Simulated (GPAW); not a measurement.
# An Al chain with two N atoms in line: transmission at several levels

Aim: T(E), conductance and thermopower of an Al chain with two N atoms in line, and what cheaper settings cost in accuracy.

Method: GPAW LCAO, PAW setups; Landauer transmission from Green's functions with principal layers (ASE), zero bias, in GPAW 26.7.0.

## (1) The starting structure

The cell holds 14 atoms: 12 Al and 2 N. Cell: a = 9.000 Å, b = 9.000 Å, c = 31.183 Å, α = 90.0°, β = 90.0°, γ = 90.0°. Regions: left lead, 6 atoms (6 Al); channel, 2 atoms (2 N); right lead, 6 atoms (6 Al). Vacuum lies along a and b. The structure is stacked along c, and the current runs across the ab planes.

## (2) GPAW, dzp

The script solves lead and junction separately, takes H and S in the orbital basis, and joins semi-infinite leads through their self-energies; the dzp basis is the working standard.

File run.py:

```python
import json
import numpy as np
from ase import Atoms
from ase.transport.calculators import TransportCalculator
from gpaw import GPAW, FermiDirac
from gpaw.lcao.tools import get_lcao_hamiltonian
from scipy.linalg import eigh

# The junction with lead layers at both ends, along the third cell vector
device = Atoms(
    ['Al', 'Al', 'Al', 'Al', 'Al', 'Al', 'N', 'N', 'Al', 'Al', 'Al', 'Al', 'Al', 'Al'],
    positions=[
        [4.50000, 4.50000, 1.20000],
        [4.50000, 4.50000, 3.60000],
        [4.50000, 4.50000, 6.00000],
        [4.50000, 4.50000, 8.40000],
        [4.50000, 4.50000, 10.80000],
        [4.50000, 4.50000, 13.20000],
        [4.50000, 4.50000, 14.93130],
        [4.50000, 4.50000, 16.25130],
        [4.50000, 4.50000, 17.98260],
        [4.50000, 4.50000, 20.38260],
        [4.50000, 4.50000, 22.78260],
        [4.50000, 4.50000, 25.18260],
        [4.50000, 4.50000, 27.58260],
        [4.50000, 4.50000, 29.98260]],
    cell=[[9.0, 0.0, 0.0], [0.0, 9.0, 0.0], [0.0, 0.0, 31.1826]],
    pbc=True)

# One principal layer of the lead: the first 4 atoms of the device
lead = Atoms(
    ['Al', 'Al', 'Al', 'Al'],
    positions=[
        [4.50000, 4.50000, 1.20000],
        [4.50000, 4.50000, 3.60000],
        [4.50000, 4.50000, 6.00000],
        [4.50000, 4.50000, 8.40000]],
    cell=[[9.0, 0.0, 0.0], [0.0, 9.0, 0.0], [0.0, 0.0, 9.6]],
    pbc=True)

settings = dict(mode='lcao', basis='dzp', xc='PBE', h=0.18,
                occupations=FermiDirac(0.1), maxiter=250,
                mixer=dict(beta=0.1, nmaxold=8, weight=100.0),
                convergence=dict(density=0.0001))
energies = np.arange(-2, 2 + 1e-9, 0.05)
eta = 0.0001
n1, n2 = 1, 1
# k and -k transmit alike, so half of the mesh across the current serves
mesh = [(i, j) for i in range(n1) for j in range(n2) if (i, j) <= (-i % n1, -j % n2)]
weights = np.array([1 if (i, j) == (-i % n1, -j % n2) else 2 for i, j in mesh]) / (n1 * n2)

# [... helper functions left out ...]
fermi_lead = ground_state(lead, (1, 1, 12), 'lead.txt')
fermi_device = ground_state(device, (1, 1, 3), 'device.txt')
# [... loop over the mesh left out, but for ...]
        # Shift the lead onto the potential of the device's first layer
        shift = ((H[:, 0, 0] - H0[:, 0, 0]) / S0[0, 0]).real.mean()
# [...]
kT = 8.617333e-5 * 200
bias = [0.1, 0.2, 0.5, 1.0, 1.5, 2.0]
# [... integrals and printing left out ...]
```

Run with:

```bash
$ OMP_NUM_THREADS=1 OPENBLAS_NUM_THREADS=1 python run.py
```

What it wrote:

```text
basis functions: device 182, principal layer 52
Fermi level: lead -3.1259 eV, device -3.1419 eV; lead shifted by -0.0069 eV
largest coupling past the next layer 9.93e-16 eV, largest misfit of the first layer 0.027 eV
  E-E_F (eV)   T (one spin)  [channel counts left out]
    -2.000    1.2716e-02
    -1.950    1.1900e-02
    -1.900    1.1067e-02
    -1.850    1.0218e-02
    -1.800    9.3547e-03
    -1.750    8.4767e-03
    -1.700    7.5848e-03
    -1.650    6.6792e-03
    -1.600    5.7598e-03
    -1.550    4.8261e-03
    -1.500    3.8775e-03
    -1.450    2.9126e-03
    -1.400    1.9300e-03
    -1.350    9.2756e-04
    -1.300    5.8916e-09
    -1.250    1.1852e-10
[...]
1.650    9.0877e-01
     1.700    8.9885e-01
     1.750    8.9041e-01
     1.800    8.8331e-01
     1.850    8.7743e-01
     1.900    8.7263e-01
     1.950    8.6880e-01
     2.000    8.6582e-01
conductance at 200 K: 1.5273 G0 a cell; thermopower 1 uV/K
current from the zero-bias T(E) at 0.1 V: 11.812 uA
current from the zero-bias T(E) at 0.2 V: 23.492 uA
current from the zero-bias T(E) at 0.5 V: 56.397 uA
current from the zero-bias T(E) at 1.0 V: 89.209 uA
current from the zero-bias T(E) at 1.5 V: 107.65 uA
current from the zero-bias T(E) at 2.0 V: 129 uA
```

Run time: 84 s. Hardware: 1 thread of Intel Xeon 6975P-C (Granite Rapids), shared host; peak memory 1.5 GiB.

Numbers from this step:

| Item | Value |
| --- | --- |
| conductance | 1.527 G₀ |
| largest coupling past the next principal layer | 9.93e-16 eV |
| largest misfit of the first principal layer | 0.02680 eV |
| shift that aligns the lead | -0.006932 eV |
| basis functions of the junction | 182 |
| basis functions of a principal layer | 52 |
| transmission at the Fermi level (one spin) | 1.532 |

One spin. Table of transmission, zone mean by energy, zero at the Fermi level:

energy (eV), transmission, zone mean and a bar:
```
    -2.00       0.01 
    -1.85       0.01 
    -1.70       0.01 
    -1.60       0.01 
    -1.45       0.00 
    -1.30       0.00 
    -1.15       0.00 
    -1.05       0.00 
    -0.90       0.00 
    -0.75       0.00 
    -0.60       0.00 
    -0.50       0.00 
    -0.35       0.87 ##############
    -0.20       1.43 ########################
    -0.05       1.54 ##########################
     0.00       1.53 #########################
     0.05       1.51 #########################
     0.20       1.36 #######################
     0.35       1.18 ####################
     0.50       1.03 #################
     0.60       0.96 ################
     0.75       0.89 ###############
     0.90       0.85 ##############
     0.95       1.81 ##############################
     1.05       1.36 #######################
     1.15       1.17 ###################
     1.30       1.04 #################
     1.45       0.97 ################
     1.60       0.92 ###############
     1.70       0.90 ###############
     1.85       0.88 ###############
     2.00       0.87 ##############
```

Not self-consistent under bias; the bias window is split evenly. Table of current through one cell, from the zero-bias transmission by bias:

```tsv
bias (V)	current through one cell, from the zero-bias transmission (μA)
0.100	11.8
0.200	23.5
0.500	56.4
1.000	89.2
1.500	108
2.000	129
```

Table of transmission of the three most open eigenchannels by energy, zero at the Fermi level:

```tsv
energy (eV)	channel 1	channel 2	channel 3
-2.00	0.0127	4.7e-12	0
-1.90	0.0111	4.7e-12	0
-1.80	0.00935	4.7e-12	0
-1.70	0.00758	4.6e-12	0
-1.55	0.00483	4.5e-12	0
-1.45	0.00291	4.5e-12	0
-1.35	9.3e-4	4.4e-12	0
-1.25	1.1e-10	4.4e-12	0
-1.15	1.1e-11	4.4e-12	0
-1.05	4.5e-12	3.2e-12	0
-0.90	4.5e-12	1.0e-12	0
-0.80	4.4e-12	0	0
-0.70	4.4e-12	0	0
-0.60	4.5e-8	4.5e-8	4.4e-12
-0.50	1.5e-10	1.5e-10	4.4e-12
-0.40	0.0640	0.0640	4.4e-12
-0.25	0.668	0.668	4.4e-12
-0.15	0.747	0.747	4.4e-12
-0.05	0.770	0.770	4.5e-12
0.00	0.766	0.766	4.5e-12
0.05	0.754	0.754	4.6e-12
0.15	0.709	0.709	4.7e-12
0.25	0.650	0.650	4.9e-12
0.40	0.561	0.561	6.3e-12
0.50	0.515	0.515	1.7e-11
0.60	0.480	0.480	6.7e-11
0.70	0.455	0.455	4.8e-10
0.80	0.438	0.438	1.3e-8
0.90	0.425	0.425	2.0e-5
1.05	0.534	0.411	0.411
1.15	0.403	0.403	0.365
1.25	0.396	0.396	0.282
1.35	0.389	0.389	0.233
1.45	0.383	0.383	0.200
1.55	0.378	0.378	0.177
1.70	0.373	0.373	0.152
1.80	0.372	0.372	0.140
1.90	0.371	0.371	0.130
2.00	0.372	0.372	0.121
```

Couplings past the next layer reach 9.9e-16 eV, small enough to drop; the matrix elements of the cell's first layer differ from the bulk lead's by up to 0.027 eV. That layer keeps its own values in the calculation, and only beyond it is the lead taken as perfect. The Fermi levels of lead and junction count from different zeros of potential, one for each periodic cell; with both set to zero, the small remaining shift is what aligns them. By hand: G = 1.527 × 77.48 μS = 118 μS, a resistance of 8.45 kΩ; at 0.1 V a linear junction would pass 11.8 μA, and the integral over the bias window gives 11.8 μA.

## (3) GPAW, szp: basis = "szp(dzp)"

One radial function a shell plus polarisation makes the matrices smaller; the question is what that costs.

run.py: that of step 2 with these lines changed.

```diff
@@ -40,3 +40,3 @@
 
-settings = dict(mode='lcao', basis='dzp', xc='PBE', h=0.18,
+settings = dict(mode='lcao', basis='szp(dzp)', xc='PBE', h=0.18,
                 occupations=FermiDirac(0.1), maxiter=250,
```

What it wrote:

```text
basis functions: device 126, principal layer 36
Fermi level: lead -3.5822 eV, device -3.6131 eV; lead shifted by -0.0089 eV
largest coupling past the next layer 1.40e-15 eV, largest misfit of the first layer 0.024 eV
  E-E_F (eV)   T (one spin)  [channel counts left out]
    -2.000    1.2953e-02
    -1.950    1.1991e-02
    -1.900    1.1009e-02
    -1.850    1.0007e-02
    -1.800    8.9858e-03
    -1.750    7.9447e-03
    -1.700    6.8838e-03
    -1.650    5.8024e-03
    -1.600    4.6996e-03
    -1.550    3.5738e-03
    -1.500    2.4231e-03
    -1.450    1.2453e-03
    -1.400    3.8208e-05
    -1.350    1.7087e-10
    -1.300    3.8582e-11
    -1.250    1.4711e-11
[...]
1.650    8.0476e-01
     1.700    7.9841e-01
     1.750    7.9328e-01
     1.800    7.8929e-01
     1.850    7.8632e-01
     1.900    7.8427e-01
     1.950    7.8304e-01
     2.000    7.8253e-01
conductance at 200 K: 1.4503 G0 a cell; thermopower 1.273 uV/K
current from the zero-bias T(E) at 0.1 V: 11.212 uA
current from the zero-bias T(E) at 0.2 V: 22.279 uA
current from the zero-bias T(E) at 0.5 V: 53.022 uA
current from the zero-bias T(E) at 1.0 V: 80.301 uA
current from the zero-bias T(E) at 1.5 V: 97.432 uA
current from the zero-bias T(E) at 2.0 V: 122.7 uA
```

It took 71 s on 1 thread; peak memory 1.5 GiB.

Numbers from this step:

```yaml
conductance: 1.450 G₀
largest_coupling_past_the_next_principal_layer: 1.40e-15 eV
largest_misfit_of_the_first_principal_layer: 0.02358 eV
shift_that_aligns_the_lead: -0.008921 eV
basis_functions_of_the_junction: 126
basis_functions_of_a_principal_layer: 36
transmission_at_the_fermi_level_one_spin: 1.456
```

One spin. Table of transmission, zone mean by energy, zero at the Fermi level:

```tsv
energy (eV)	transmission, zone mean
-2.000	0.0130
-1.800	0.00899
-1.600	0.00470
-1.400	3.8e-5
-1.200	7.1e-12
-1.000	1.2e-12
-0.800	0
-0.600	2.0e-12
-0.400	2.7e-8
-0.200	1.35
-0.050	1.47
0.000	1.46
0.200	1.26
0.400	1.00
0.600	0.835
0.800	1.64
1.000	1.09
1.200	0.938
1.400	0.859
1.600	0.812
1.800	0.789
2.000	0.783
```

Not self-consistent under bias; the bias window is split evenly. Table of current through one cell, from the zero-bias transmission by bias:

```tsv
bias (V)	current through one cell, from the zero-bias transmission (μA)
0.100	11.2
0.200	22.3
0.500	53.0
1.000	80.3
1.500	97.4
2.000	123
```

Transmission of the three most open eigenchannels against energy, zero at the Fermi level:

```tsv
energy (eV)	channel 1	channel 2	channel 3
-2.000	0.0130	0	0
-1.800	0.00899	0	0
-1.600	0.00470	0	0
-1.400	3.8e-5	0	0
-1.200	7.1e-12	0	0
-1.000	1.2e-12	0	0
-0.800	0	0	0
-0.600	0	0	0
-0.400	1.4e-8	1.4e-8	0
-0.200	0.674	0.674	0
0.000	0.728	0.728	1.0e-12
0.200	0.630	0.630	4.1e-12
0.400	0.501	0.501	3.7e-11
0.600	0.418	0.418	2.5e-9
0.800	0.889	0.377	0.377
1.000	0.383	0.356	0.356
1.200	0.340	0.340	0.258
1.400	0.328	0.328	0.203
1.600	0.320	0.320	0.173
1.800	0.318	0.318	0.153
2.000	0.321	0.321	0.140
```

The conductance, 1.45 G₀, lies 5.0 % below that of the dzp run.

## (4) GPAW, sz: basis = "sz(dzp)"

The minimal basis is the cheapest rung: no second zeta and no polarisation.

run.py: that of step 3 with these lines changed.

```diff
@@ -40,3 +40,3 @@
 
-settings = dict(mode='lcao', basis='szp(dzp)', xc='PBE', h=0.18,
+settings = dict(mode='lcao', basis='sz(dzp)', xc='PBE', h=0.18,
                 occupations=FermiDirac(0.1), maxiter=250,
```

What it wrote:

```text
basis functions: device 56, principal layer 16
Fermi level: lead -3.8293 eV, device -3.8108 eV; lead shifted by -0.0088 eV
largest coupling past the next layer 8.25e-16 eV, largest misfit of the first layer 0.027 eV
  E-E_F (eV)   T (one spin)  [channel counts left out]
    -2.000    5.0396e-03
    -1.950    4.0839e-03
    -1.900    3.1173e-03
[...]
1.950    1.0949e+00
     2.000    1.1029e+00
conductance at 200 K: 1.5417 G0 a cell; thermopower 0.8188 uV/K
current from the zero-bias T(E) at 0.1 V: 11.927 uA
current from the zero-bias T(E) at 0.2 V: 23.744 uA
current from the zero-bias T(E) at 0.5 V: 57.383 uA
current from the zero-bias T(E) at 1.0 V: 93.253 uA
current from the zero-bias T(E) at 1.5 V: 120.46 uA
current from the zero-bias T(E) at 2.0 V: 146.35 uA
```

Run time: 48 s. Hardware: 1 thread; peak memory 1.3 GiB.

This step gave:

| Quantity | Value |
| --- | --- |
| conductance | 1.542 G₀ |
| largest coupling past the next principal layer | 8.25e-16 eV |
| largest misfit of the first principal layer | 0.02683 eV |
| shift that aligns the lead | -0.008786 eV |
| basis functions of the junction | 56 |
| basis functions of a principal layer | 16 |
| transmission at the Fermi level (one spin) | 1.546 |

The conductance, 1.54 G₀, lies 0.9 % above that of the dzp run.

## (5) revPBE in the dzp basis: xc = "revPBE"

Back in the dzp basis, the functional changes from PBE to revPBE, to set the spread between functionals beside that between bases.

run.py: that of step 4 with these lines changed.

```diff
@@ -40,3 +40,3 @@
 
-settings = dict(mode='lcao', basis='sz(dzp)', xc='PBE', h=0.18,
+settings = dict(mode='lcao', basis='dzp', xc='revPBE', h=0.18,
                 occupations=FermiDirac(0.1), maxiter=250,
```

What it wrote:

```text
basis functions: device 182, principal layer 52
Fermi level: lead -3.0756 eV, device -3.0900 eV; lead shifted by -0.0064 eV
largest coupling past the next layer 1.49e-15 eV, largest misfit of the first layer 0.026 eV
  E-E_F (eV)   T (one spin)  [channel counts left out]
    -2.000    1.2438e-02
    -1.950    1.1628e-02
    -1.900    1.0802e-02
[...]
1.950    8.7434e-01
     2.000    8.7042e-01
conductance at 200 K: 1.5381 G0 a cell; thermopower 1.026 uV/K
current from the zero-bias T(E) at 0.1 V: 11.895 uA
current from the zero-bias T(E) at 0.2 V: 23.658 uA
current from the zero-bias T(E) at 0.5 V: 56.818 uA
current from the zero-bias T(E) at 1.0 V: 89.89 uA
current from the zero-bias T(E) at 1.5 V: 108.5 uA
current from the zero-bias T(E) at 2.0 V: 127.26 uA
```

Wall time 79 s (1 thread); peak memory 1.5 GiB.

This step gave:

```yaml
conductance: 1.538 G₀
largest_coupling_past_the_next_principal_layer: 1.49e-15 eV
largest_misfit_of_the_first_principal_layer: 0.02576 eV
shift_that_aligns_the_lead: -0.006391 eV
basis_functions_of_the_junction: 182
basis_functions_of_a_principal_layer: 52
transmission_at_the_fermi_level_one_spin: 1.543
```

One spin. The transmission, zone mean by energy, zero at the Fermi level:

energy (eV), transmission, zone mean and a bar:
```
    -2.00       0.01 
    -1.90       0.01 
    -1.80       0.01 
    -1.70       0.01 
    -1.55       0.00 
    -1.45       0.00 
    -1.35       0.00 
    -1.25       0.00 
    -1.15       0.00 
    -1.05       0.00 
    -0.90       0.00 
    -0.80       0.00 
    -0.70       0.00 
    -0.60       0.00 
    -0.50       0.00 
    -0.40       0.12 ##
    -0.25       1.35 ######################
    -0.15       1.51 #########################
    -0.05       1.55 #########################
     0.00       1.54 #########################
     0.05       1.52 #########################
     0.15       1.43 #######################
     0.25       1.31 #####################
     0.40       1.13 ###################
     0.50       1.04 #################
     0.60       0.97 ################
     0.70       0.92 ###############
     0.80       0.88 ##############
     0.90       0.86 ##############
     1.00       1.83 ##############################
     1.05       1.56 ##########################
     1.15       1.26 #####################
     1.25       1.12 ##################
     1.35       1.04 #################
     1.45       0.99 ################
     1.55       0.95 ################
     1.70       0.91 ###############
     1.80       0.89 ###############
     1.90       0.88 ##############
     2.00       0.87 ##############
```

The conductance, 1.54 G₀, lies 0.7 % above that of the dzp run.

## (6) The ladder

Times are for 1 thread of Intel Xeon 6975P-C (Granite Rapids), shared host. Results by setting:

```tsv
no.	run	conductance (G₀)	time	memory (GiB)
1	dzp	1.527	84 s	1.5
2	szp	1.450	71 s	1.5
3	sz	1.542	48 s	1.3
4	dzp revPBE	1.538	79 s	1.5
```

## (7) The levels side by side

The curves are compared point by point over the common energies.

This step: comparison of transmission and cost over codes and levels (GPAW 26.7.0).

Ladder, by row:

```tsv
step	code	T at the Fermi level (sum over the listed spins)	conductance (G0)	r.m.s. T(E) from the first	wall time (s)	peak memory (GiB)	threads
dzp	GPAW	1.532	1.527	0	84.07	1.51	1
szp	GPAW	1.456	1.45	0.1804	70.51	1.49	1
sz	GPAW	1.546	1.542	0.2203	47.5	1.34	1
dzp-revPBE	GPAW	1.543	1.538	0.1158	79.31	1.51	1
```

Transmission, zone mean, sum over the listed spins against energy, zero at the Fermi level:

```tsv
energy (eV)	dzp	szp	sz	dzp-revPBE
-2.00	0.0127	0.0130	0.00504	0.0124
-1.85	0.0102	0.0100	0.00214	0.00996
-1.70	0.00758	0.00688	1.7e-10	0.00736
-1.50	0.00388	0.00242	3.1e-12	0.00373
-1.35	9.3e-4	1.7e-10	8.5e-13	8.6e-4
-1.20	3.3e-11	7.1e-12	3.8e-13	3.0e-11
-1.05	7.7e-12	1.7e-12	2.3e-13	7.4e-12
-0.90	5.5e-12	7.0e-13	1.7e-13	5.4e-12
-0.70	5.0e-12	3.7e-13	3.4e-12	4.9e-12
-0.55	9.3e-11	4.9e-10	7.0e-11	9.5e-11
-0.40	0.128	2.7e-8	0.484	0.117
-0.25	1.34	1.22	1.38	1.35
-0.10	1.53	1.45	1.54	1.54
-0.05	1.54	1.47	1.55	1.55
0.00	1.53	1.46	1.55	1.54
0.10	1.47	1.38	1.49	1.48
0.25	1.30	1.19	1.35	1.31
0.40	1.12	1.00	1.19	1.13
0.55	0.992	0.867	1.06	1.00
0.70	0.910	0.787	1.71	0.919
0.90	0.851	1.26	1.29	0.858
0.95	1.81	1.16	1.24	0.847
1.05	1.36	1.04	1.18	1.56
1.20	1.12	0.938	1.13	1.18
1.35	1.01	0.875	1.10	1.04
1.50	0.949	0.832	1.08	0.968
1.70	0.899	0.798	1.08	0.910
1.85	0.877	0.786	1.08	0.885
2.00	0.866	0.783	1.10	0.870
```

(Part 1 of 2 ends here.)

[Logs are printed without paths, hosts, clocks, repeated set-up lines and the standing remarks that a program may print on its own settings, such as how far it seeks lower states.]

[Hosts, paths, dates, database ids (printed as entryN), source tags and the programs' standing remarks are cut or masked in the printed files.]
